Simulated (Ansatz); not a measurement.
# Series on amorphous 64SiO2-25Y2O3-11Al2O3 (mol %), by quench rate

Does a slower quench leave a cell of lower energy?

Computed with Ansatz 0.2.0: Kohn-Sham DFT, LDA, PAW (set soft_2). Every run is a single point, with the atoms held where the recipe put them (cutoff of the plane-wave runs 420 eV, fermi-dirac smearing of 0.05 eV).

First member: 164 atoms (28 Si, 22 Er, 10 Al, 104 O) placed at random at 4.5 g/cm³, melted at 5000 K for 10 ps at fixed volume with the Morse and Coulomb pair potential with partial charges (Pedone, Malavasi, Menziani, Cormack and Segre, J. Phys. Chem. B 110, 11780 (2006)). Quenched from 5000 K to 300 K at 10 K/ps and fixed volume, held 10 ps at zero pressure, then minimised at fixed cell. Then Er was replaced by Y and the cell scaled by 1.01 (the potential has no terms for the new elements, so the cell is a start for a DFT relaxation).

Last member: 164 atoms (28 Si, 22 Er, 10 Al, 104 O) placed at random at 4.5 g/cm³, melted at 5000 K for 10 ps at fixed volume with the Morse and Coulomb pair potential with partial charges (Pedone, Malavasi, Menziani, Cormack and Segre, J. Phys. Chem. B 110, 11780 (2006)). Quenched from 5000 K to 300 K at 1000 K/ps and fixed volume, held 10 ps at zero pressure, then minimised at fixed cell. Then Er was replaced by Y and the cell scaled by 1.01 (the potential has no terms for the new elements, so the cell is a start for a DFT relaxation).

The members:

```
quench rate (K/ps)  reduced formula  atoms  valence electrons  k-mesh        basis  density (g/cm³)
                10    Y11Al5Si14O52    164               1008   1×1×1  plane waves             3.33
                30    Y11Al5Si14O52    164               1008   1×1×1  plane waves             3.45
               100    Y11Al5Si14O52    164               1008   1×1×1  plane waves             3.40
               300    Y11Al5Si14O52    164               1008   1×1×1  plane waves              3.4
              1000    Y11Al5Si14O52    164               1008   1×1×1  plane waves             3.42
```

Each cell is one sample from a classical run, so sample-to-sample scatter enters every column.

The input of the first member, without its atom lines; other members have their own cell and atoms, and may differ in mesh, basis and outputs:

```yaml
crystal:
  lattice:
    - [13.26404, 0.0, 0.0]
    - [0.0, 13.26404, 0.0]
    - [0.0, 0.0, 13.26404]
  atoms:
    [... 164 lines ...]
kpoints:
  mp_grid: { grid: [1, 1, 1] }
hamiltonian:
  xc: lda
scf:
  occupations: { method: fermi_dirac, width: 0.05 }
output:
  forces: true
  stress: true
  populations: true
  dos:
    method: { smearing: { sigma: 0.15 } }
    de: 0.1
    projected: { site_lists: { Al: [Al], O: [O], Si: [Si], "Y": ["Y"] } }
  eigenvalues: true
  write_density: true
  write_potential: true
  volumetric_format: npy
```

**Question.** How do the results, the time and the memory go along the series?

Results; charges are mean Löwdin charges in e:

```csv
quench rate (K/ps),energy less the first member's (meV/atom),pressure (GPa),r.m.s. force (eV/Å),gap (eV),q(Al),q(Y),q(Si)
10,0.0,-6.49,0.686,3.16,+1.27,+1.28,+1.68
30,-3.9,-5.72,0.676,2.68,+1.29,+1.26,+1.67
100,3.3,-6.11,0.717,3.19,+1.27,+1.28,+1.67
300,6.8,-7.44,0.655,3.15,+1.26,+1.29,+1.67
1000,32.2,-6.50,0.711,2.76,+1.27,+1.27,+1.67
```

The gap is that between the highest filled and lowest empty Kohn-Sham level on the run's k-points; tail or defect levels can set it, and local or semilocal functionals tend to put gaps under measured ones. The projection misses up to 0.055 e an atom, so the charges add up to more than the cell's charge.

Bonds in each cell, which the recipe sets and DFT didn't move; cutoffs follow each cell's own g(r) within set bounds (mean length in Å, and neighbours of the second kind about the first):

```
quench rate (K/ps)  O-Y length  O-Y count  O-Si length  O-Si count
                10       2.353       1.23        1.625        1.08
                30       2.353       1.26        1.628        1.08
               100       2.349       1.22        1.626        1.08
               300       2.377       1.29        1.634        1.08
              1000       2.364       1.26        1.626        1.08
```

Cost on 8 threads of AMD EPYC 7571, shared host:

| quench rate (K/ps) | atoms | basis | k-mesh | SCF cycles | time | host memory (GiB) |
| --- | --- | --- | --- | --- | --- | --- |
| 10 | 164 | plane waves | 1×1×1 | 11 | 2 min | 3.8 |
| 30 | 164 | plane waves | 1×1×1 | 11 | 1.8 min | 3.7 |
| 100 | 164 | plane waves | 1×1×1 | 12 | 1.9 min | 3.8 |
| 300 | 164 | plane waves | 1×1×1 | 12 | 1.9 min | 3.7 |
| 1000 | 164 | plane waves | 1×1×1 | 11 | 1.7 min | 3.7 |

Times include the outputs that each run asked for, on hosts shared with other jobs.

The energy against the first member is lowest at 30 K/ps (-3.9 meV/atom) and highest at 1000 K/ps (32.2 meV/atom), rising overall but not at every step; each member is a single configuration. The slowest quench doesn't give the lowest energy; that at 30 K/ps does, by 3.9 meV/atom, which single samples of this size can't show to be real. The gap is lowest at 30 K/ps (2.68 eV) and highest at 100 K/ps (3.19 eV), with no steady trend; in single samples it varies with the configuration. The pressure is lowest at 300 K/ps (-7.4 GPa) and highest at 30 K/ps (-5.7 GPa), with no steady trend. The cells differ in volume and aren't at zero pressure, which adds to their energy differences.

**Limits.** The network of bonds at the start is that of the classical potential that made the cell, and needn't be the one that DFT or experiment would give. The cells aren't relaxed by DFT, which could reorder their energies. Even the slowest of these quenches is many orders faster than a laboratory quench. The cells were made for other elements and scaled, so their density isn't DFT's own.

[Logs are printed without paths, hosts, clocks, repeated set-up lines and the standing remarks that a program may print on its own settings, such as how far it seeks lower states.]

[Hosts, paths, dates, database ids (printed as entryN), source tags and the programs' standing remarks are cut or masked in the printed files.]
